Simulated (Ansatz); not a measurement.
# Localised basis functions on Be(0001)/Al(111) interface (148 atoms), part 3 of 3

Aim: test how closely localised support functions follow the reference on Be(0001)/Al(111) interface (148 atoms), and at what cost. A setting counts as converged where the r.m.s. difference of forces stays under 1 % of the r.m.s. force.

Ansatz 0.2.0; Kohn-Sham DFT, PBE, PAW (set soft_2), plane waves.

The cell: 100 Be and 48 Al. The host structure and its lattice constant were typed by rule, without a check against the phase diagram. Beside vacuum, support functions can miss their usual error bounds without a warning.

So far. Step 11 (Support functions medium, spacing 0.206 Å): Forces differ from the reference by 0.24 meV/Å r.m.s., 0.062 % of their size, well within a tolerance of 1 %; the energy by -0.35 meV/atom.

## (12) Other settings

PBEsol restores the gradient expansion of exchange for slowly varying densities and usually gives shorter bonds in solids than PBE. Changed here: hamiltonian.xc = "pbesol", scf.occupations.method = "tetrahedron_uncorrected" and scf.occupations.width removed.

This step: Kohn-Sham DFT, PBEsol, PAW (set soft_2), plane waves (Ansatz 0.2.0).

input.yaml

```yaml
crystal:
  lattice:
    - [11.4426, 0.0, 0.0]
    - [-5.7213, 9.90958, 0.0]
    - [0.0, 0.0, 24.14191]
  atoms:
    [... the 148 atom lines of step 2 ...]
kpoints:
  mp_grid: { grid: [2, 2, 1] }
hamiltonian:
  xc: pbesol
scf:
  occupations: { method: tetrahedron_uncorrected }
output:
  forces: true
  populations: true
  dos:
    method: { smearing: { sigma: 0.1 } }
    de: 0.1
    projected:
      site_lists:
        Al: [100, 101, 102, 103, 104, 105, 106, 107, 108, 109, 110, 111, 112, 113, 114, 115, 116, 117, 118, 119, 120, 121, 122, 123, 124, 125, 126, 127, 128, 129, 130, 131, 132, 133, 134, 135, 136, 137, 138, 139, 140, 141, 142, 143, 144, 145, 146, 147]
        Be: [Be]
  eigenvalues: true
```

Command:

```bash
$ ansatz run input.yaml --threads 4 --pin off --max-ram 8192MiB --backend cpu --events-out ev --progress --plain --runs-dir out
```

Numbers of over 12 decimals in the logs are rounded to 6 here.

What it wrote:

```text
band count auto-derived: 326 (N_el = 344.0; filled up to band 172; 320 by the electrons, moments and atoms)
[...]
Crystal: 148 atoms, lattice volume = 2737.484 Å³
Basis set: ecut = 420 eV, 53475 PW (Γ), exchange–correlation on 160×160×324 points (8 copies of the dense FFT grid, shifted against one another)
Bands: 326, of which v1, the nominal top of the filled ones, is band 172 counted from 1 (171 counted from 0)
Symmetry: 1 space group operations
[...]
k-points: 4
[...]
SCF iter   1: F=—  HF=-34182.355078 eV  |F-HF|=—  |Δ(HF+E_count)|=         —  Δρ=4.86e-3  dr2=4.36e1  ethr=1.77e-3  ⟨swp⟩=11.2  Hψ=9992  notcnv=0  defer=361
[...]
SCF iter  20: F=—  HF=-34181.257562 eV  |F-HF|=—  |Δ(HF+E_count)|=   2.91e-7  Δρ=1.30e-6  dr2=1.80e-7  ethr=3.54e-10  ⟨swp⟩=2.0  Hψ=1022  notcnv=0  defer=557
SCF iter  21: F=-34181.257562 eV  HF=-34181.257562 eV  |F-HF|=6.70e-8  |Δ(HF+E_count)|=   2.01e-7  Δρ=1.01e-6  dr2=4.80e-8  ethr=2.91e-11  ⟨swp⟩=19.0  Hψ=8964  notcnv=0
SCF 1 converged in 21 iterations: F = -34181.257562 eV  dr2 = 4.80e-8
[...]
SCF converged after 21 iterations
the last check of whether an eigenvalue changes by more than its tolerance under the output density was not made (no_room)
Free energy (F): -34181.257562 eV
[...]
Internal energy: -34181.247917 eV  (E = F + TS)
E sigma→0 (E₀):  -34181.257562 eV
Entropy (-TS):   -0.009645 eV (-0.065 meV/atom)
Fermi energy:    2.602426 eV
[...]
Σ components = -34181.257562   (vs F -34181.257562, Δ=0.00e0)
--- Forces (eV/Å), atoms counted from 1 ---
  atom   1  Be    -0.23379982     0.05492837    -0.22456629
  atom   2  Be    -0.08649901     0.31130710     0.03606809
  atom   3  Be    -0.10271844    -0.05921947     0.17225607
  atom   4  Be     0.27447564     0.01519022     0.05108839
[...]
atom 148  Al    -0.04987785     0.01541643     0.04746833
  max |Σ_I F_I| component: 6.36e-5 eV/Å
--- Band table (eV) ---
[...]
--- Löwdin populations: 148 sites ---
  site symbol       q [e]
     0     Be      1.2423
     1     Be      1.3204
     2     Be      1.2822
[...]
147     Al      2.9256
  spilling = 0.203773 (of n_electrons = 344.000000)
```

Wall time 3.1 min (4 threads of Arm Neoverse V2, shared host); peak memory 6.5 GiB.

Notices of the run: product built on unsolved table.

Forces differ from the reference by 18 meV/Å r.m.s., 4.7 % of their size.

Runs without a result: support functions medium, spacing 0.463 Å (cut at the time limit); support functions medium, spacing 0.386 Å (cut at the time limit); support functions medium, spacing 0.334 Å (cut at the time limit).

## (13) All settings compared

Each row is set against the plane-wave reference (Kohn-Sham DFT, PBE, PAW (set soft_2), plane waves; r.m.s. force component 0.379 eV/Å). Energies are set beside the reference only for runs with its functional, potentials and electron count. Times are for 4 threads of Arm Neoverse V2, shared host. The reference's time includes the DOS, ELF and grids, which some other runs skip.

```
                                                                                                            run  Δ force, r.m.s. (meV/Å)  share of r.m.s. force (%)  Δ energy (meV/atom)  cycles     time  host memory (GiB)
                                                                                                      reference                        -                          -                    -      10  3.8 min                6.5
                                                                                       support functions medium                    0.322                     0.0849               -0.367      15  2.7 min                4.0
                                                                                          support functions low                     0.38                      0.100               -0.367      13  2.4 min                3.9
                                                                                         support functions high                    0.154                     0.0405               -0.347      19  6.6 min                5.4
                                                                      support functions medium, spacing 0.296 Å                    0.353                     0.0931               -0.433      15  2.8 min                4.1
                                                                      support functions medium, spacing 0.231 Å                     0.23                     0.0608               -0.337      15  3.3 min                4.6
                                                                      support functions medium, spacing 0.206 Å                    0.236                     0.0621               -0.345      15  3.4 min                4.8
hamiltonian.xc = "pbesol", scf.occupations.method = "tetrahedron_uncorrected" and scf.occupations.width removed                     17.9                       4.73                    -      21  3.1 min                6.5
```

## (14) What the reference run shows

The comparisons rest on this run, so its electronic structure is set out here.

Neighbours are counted within 2.58 Å (Be-Be), 3.22 Å (Al-Al), cutoffs set anew for this text.

Length of the force by element and coordination:

```
element  coordination  atoms  mean length of the force (eV/Å)  spread   least   most
     Al           all     48                            0.585   0.555  0.0749   2.19
     Al             9     32                            0.738   0.622  0.0749   2.19
     Al            12     16                            0.278  0.0912  0.0831  0.419
     Be           all    100                            0.419   0.388   0.083   2.58
     Be             9     50                            0.567   0.494   0.153   2.58
     Be            12     50                            0.272   0.113   0.083  0.591
```

By region:

```
region  atoms  mean length of the force (eV/Å)
    Be    100                            0.419
    Al     48                            0.585
```

Density of states as counts of states in windows of 1 eV (from the Fermi level), total and the larger projections:

```
from (eV)  to (eV)  total  Al p  Be s  Al s
      -12      -11    0.0   0.0   0.0   0.0
      -11      -10    6.0   1.0   3.0   2.0
      -10       -9   15.6   4.2   7.9   3.3
       -9       -8   22.1   5.8  12.4   3.4
       -8       -7   23.9   7.3  11.9   4.0
       -7       -6   30.9   8.5  16.2   4.4
       -6       -5   35.7   9.7  17.0   5.4
       -5       -4   32.7   8.7  14.2   4.3
       -4       -3   43.9  15.6  12.7   5.6
       -3       -2   39.8  11.5  10.2   4.2
       -2       -1   52.5  14.7  12.6   6.3
       -1        0   41.0  14.7   5.7   5.7
        0        1   37.7  15.0   4.1   6.1
        1        2   34.2  13.2   3.5   5.6
        2        3   49.6  14.3   9.2   5.6
        3        4   61.1  19.4   7.8   5.5
        4        5   60.1  16.5   7.5   4.8
```

The curve was stored every 0.100 eV, coarse against its broadening of 0.08 eV, so these counts are rough.

The levels nearest the highest filled one (over half full), pooled over k-points and spins:

```
level less the highest filled one (eV)  occupation
                               -0.0685        1.76
                               -0.0684        1.76
                               -0.0669        1.75
                               -0.0667        1.75
                               -0.0478        1.59
                                     0        1.12
                                0.0712       0.492
                                 0.110       0.263
                                 0.138       0.158
                                 0.143       0.141
                                 0.149       0.127
                                 0.170       0.081
```

Planar average of the electrostatic potential energy along the normal, with the Fermi level as zero, after a running mean with a triangular window 4 Å wide at its base:

```
height (Å)  potential energy (eV)
       0.0                   4.75
       0.7                   4.86
       1.3                   4.94
       2.1                   5.03
       2.7                   5.07
       3.4                   4.85
       4.2                   3.30
       4.8                   0.80
       5.5                  -2.77
       6.1                  -5.21
       6.9                  -6.30
       7.6                  -6.72
       8.2                  -6.73
       8.9                  -6.73
       9.5                  -6.98
      10.3                  -6.86
      11.0                  -6.82
      11.6                  -6.31
      12.4                  -5.59
      13.0                  -5.21
      13.7                  -4.64
      14.5                  -4.44
      15.1                  -4.46
      15.8                  -4.55
      16.4                  -4.56
      17.1                  -4.51
      17.9                  -4.31
      18.5                  -3.31
      19.2                  -0.74
      19.8                   1.58
      20.6                   3.52
      21.3                   4.23
      21.9                   4.41
      22.7                   4.54
      23.2                   4.62
      24.0                   4.73
```

Electrostatic potential energy in the ca plane at fractional y = 0.001, with atoms of Be and Al within 0.2 Å of it. With pseudopotentials it is smooth inside the atoms' cores, unlike the true potential.

Ten even steps from '0' (-32 eV) to '9' (6 eV), each cell a mean:
```
99730168888872016888898766789988889865467999
99987788767887678876788877889865678876678999
99988888756888888865689988998645547888889999
99842378878885347888899999998557746899999999
99610058889861005888999888898644457888789999
99742378888873126888898876789877788875568999
99987888766888778865688766789988899864457999
99987788766888788865788877888865678876678999
99841268888873137888899988898545557888889999
99710048889860005888999999998557647899999999
99853478878874247887889888898645457888889999
99988888646888788865688876789876788875578999
99976788767887668876788766789988889864468999
99730168888872016888899877888765578876678999
99710058888861005888999988998546547888899999
99864578777886568887889999998557647899999999
99988888646888888876789888898644458888889999
99875688777887568877788876789887788876578999
99720168888872016888898765689988899865468999
99720068888861006888899877788866678876678999
99875688767886568876789988898645547888899999
99988888656888888865689999998557646899999999
99864578878885457877889888898645457888789999
99710058888861005888998876789876788875568999
```
Columns run along c (16.0 Å, from fractional 0.18 to 0.85 of the cell; values clipped at the 3rd and 97th percentile), rows up along a (11.4 Å). Atoms in or near the plane, at fractional coordinates: Be at (0.25, 0.00), Be at (0.40, 0.00), Be at (0.25, 0.20), Be at (0.40, 0.20), Be at (0.25, 0.40), Be at (0.40, 0.40), Be at (0.25, 0.60), Be at (0.40, 0.60), Be at (0.25, 0.80), Be at (0.40, 0.80), Al at (0.65, 0.60), Al at (0.66, 0.85), Al at (0.66, 0.10), Al at (0.65, 0.36).

Valence density in the ca plane at fractional y = 0.001, with atoms of Be and Al within 0.2 Å of it. It is the smooth field of the valence electrons, not physical close to the nuclei.

Ten even steps from '0' (0.01 e/Å³) to '9' (0.29 e/Å³), each cell a mean:
```
02455688999987578998876666655566765666664200
02478888888888888888776666655566666667764200
02478888888878888888765566666643356666653100
02467788999888788998765555666632247666653100
02342478999986359999765556666654467667753200
02466788999887679999876666665566766666664200
02468888888888888888877766655556665666664200
01468888888888888888776666665666666667764200
01456688999887678998765556666643366666653100
01342488999996358998764455667632257666653100
01467888999998788898765566666654466667653100
01468888888889998888877666665667766666664200
02468888998889998888877766665567766666664200
02455689999997569999866666666666676666663200
02443589999996358998765455666642366666653100
02467888999888788888764455667632256555543100
02468888888778887887765566666654466566653100
02468888888888888888876666665566665566664200
02444578999887469999876666655556655566664200
02444588999887469999865666665566666667764200
02468888888888899998765566666643356666653100
02479988887788998888765556666632246666643100
02467888998888889998765566666654467666753100
02343488999986358998766666655567766666664200
```
Columns run along c (16.0 Å, from fractional 0.18 to 0.85 of the cell), rows up along a (11.4 Å). Atoms in or near the plane, at fractional coordinates: Be at (0.25, 0.00), Be at (0.40, 0.00), Be at (0.25, 0.20), Be at (0.40, 0.20), Be at (0.25, 0.40), Be at (0.40, 0.40), Be at (0.25, 0.60), Be at (0.40, 0.60), Be at (0.25, 0.80), Be at (0.40, 0.80), Al at (0.65, 0.60), Al at (0.66, 0.85), Al at (0.66, 0.10), Al at (0.65, 0.36).

The potential slopes across the vacuum by 0.14 eV/Å: the slab bears a dipole, and with periodic images along the normal there is no flat vacuum level to read.

## (15) Structure statistics

These statistics describe the geometry on which the runs were made.

Normalised to the volume that the atoms fill. g(r), total and by pair (bins of 0.2 Å):

```
r (Å)  total  Be-Be  Be-Al  Al-Al
 2.00   0.01   0.00   0.03   0.00
 2.20   5.00  10.71   0.27   0.00
 2.40   1.24   2.49   0.23   0.00
 2.60   0.09   0.00   0.20   0.00
 2.80   1.66   0.00   0.22  14.83
 3.00   0.26   0.00   0.22   1.50
 3.20   1.36   2.83   0.16   0.00
 3.40   0.09   0.00   0.20   0.00
 3.60   0.30   0.50   0.17   0.00
 3.80   0.39   0.70   0.16   0.00
 4.00   2.99   5.49   0.33   3.17
 4.20   1.05   2.03   0.26   0.10
 4.40   0.18   0.11   0.30   0.00
 4.60   0.99   1.83   0.36   0.00
 4.80   0.21   0.00   0.41   0.26
 5.00   1.69   1.46   0.32   8.47
 5.20   0.57   0.88   0.38   0.00
 5.40   0.74   1.30   0.33   0.00
 5.60   0.76   1.19   0.32   0.74
 5.80   0.96   1.13   0.42   2.52
 6.00   1.93   3.85   0.39   0.00
 6.20   0.25   0.12   0.45   0.00
 6.40   0.81   0.47   0.42   3.92
 6.60   0.21   0.00   0.48   0.00
 6.80   0.82   1.33   0.48   0.00
 7.00   1.08   1.64   0.49   1.09
 7.20   0.91   1.50   0.52   0.00
 7.40   0.23   0.02   0.50   0.05
```

Bonds by pair of elements; cutoffs follow the first minimum of g(r), held within bounds set by covalent radii, and pairs that aren't listed don't count as bonded (cutoffs were set anew for this text, so counts can differ from the run's own analysis):

```
pair A-B  cutoff (Å)  bonds  mean length (Å)  spread (Å)  shortest (Å)  B about A  A about B
   Be-Be        2.58    525             2.26       0.042          2.15       10.5       10.5
   Al-Al        3.22    240             2.86        0.03          2.78         10         10
```

How many atoms have how many bonded neighbours:

```
element  mean   9  12
     Al    10  32  16
     Be  10.5  50  50
```

First main peaks of g(r), for some of the pairs, lie near 2.26 Å (Be-Be) and 2.86 Å (Al-Al). By these cutoffs 67 % of Al atoms have 9 and 50 % of Be atoms have 9 and as many 12 bonded neighbours.

A closer look about Be24, which bears the longest force: 14 atoms, nearest first, numbered in the order of the input, with positions taken from that point.

```
 atom      x      y      z  distance (Å)  bonds     Fx     Fy  Fz (eV/Å)
 Be24   0.00   0.00   0.00          0.00      9  -0.04   0.48      -2.54
Al107  -0.02  -0.25   2.05          2.07      9   0.06  -0.51       2.13
 Be39   1.09  -0.68  -1.81          2.22     12   0.32   0.26       0.20
 Be23  -1.15  -0.63  -1.80          2.23     12  -0.15  -0.14       0.10
 Be36   1.12  -1.97  -0.02          2.27      9  -0.27   0.52      -0.78
 Be12  -2.27   0.04   0.00          2.27      9   0.33   0.18      -1.23
 Be91  -0.05   1.37  -1.81          2.27     12   0.27  -0.16       0.24
 Be92   1.13   1.98  -0.04          2.28      9  -0.33  -0.13      -1.54
 Be20  -1.19  -1.96  -0.03          2.29      9   0.28   0.47      -0.74
 Be40   2.30   0.03  -0.01          2.30      9  -0.63   0.11      -1.49
 Be80  -1.14   2.00   0.01          2.30      9   0.29  -0.25      -2.09
 Be99   2.25   1.36  -1.78          3.17     12   0.19  -0.16      -0.23
 Be35  -0.03  -2.64  -1.78          3.19     12   0.07   0.15      -0.24
 Be79  -2.26   1.36  -1.79          3.19     12  -0.43  -0.11       0.03
```

The column of bonds counts only the pairs Be-Be within 2.58 Å, Al-Al within 3.22 Å; other neighbours, such as metal atoms beside each other in a compound, aren't counted, and periodic images can show an atom twice.

## (16) Results

| Property | Result |
| --- | --- |
| free energy per atom | -236.8039 eV/atom |
| r.m.s. force component | 0.3791 eV/Å |
| wall time of the 11 DFT runs | 32 min |

What this shows: Against plane waves at 420 eV, the forces differ by 0.32 meV/Å (0.085 %) with support functions medium, and by 0.15 meV/Å in the closest run (support functions high). Differences between support functions and plane waves include what basis error the plane-wave run still has. As the typed spacing goes from 0.206 to 0.296 Å, the force difference goes from 0.24 to 0.35 meV/Å (not steadily; the least is 0.23 at 0.231 Å), and the time from 3.4 min to 2.8 min.

23 levels are partly filled, by over 2 % (on the run's k-points), as in a metal. By these cutoffs 67 % of Al atoms have 9 and 50 % of Be atoms have 9 and as many 12 bonded neighbours.

What to keep in mind: The geometry was built by rule, was displaced at random and isn't relaxed at this level: its force components are 0.38 eV/Å r.m.s. The slab bears a dipole and has periodic images along its normal, so a spurious field crosses the vacuum.

[Logs are printed without paths, hosts, clocks, repeated set-up lines and the standing remarks that a program may print on its own settings, such as how far it seeks lower states.]

[Hosts, paths, dates, database ids (printed as entryN), source tags and the programs' standing remarks are cut or masked in the printed files.]
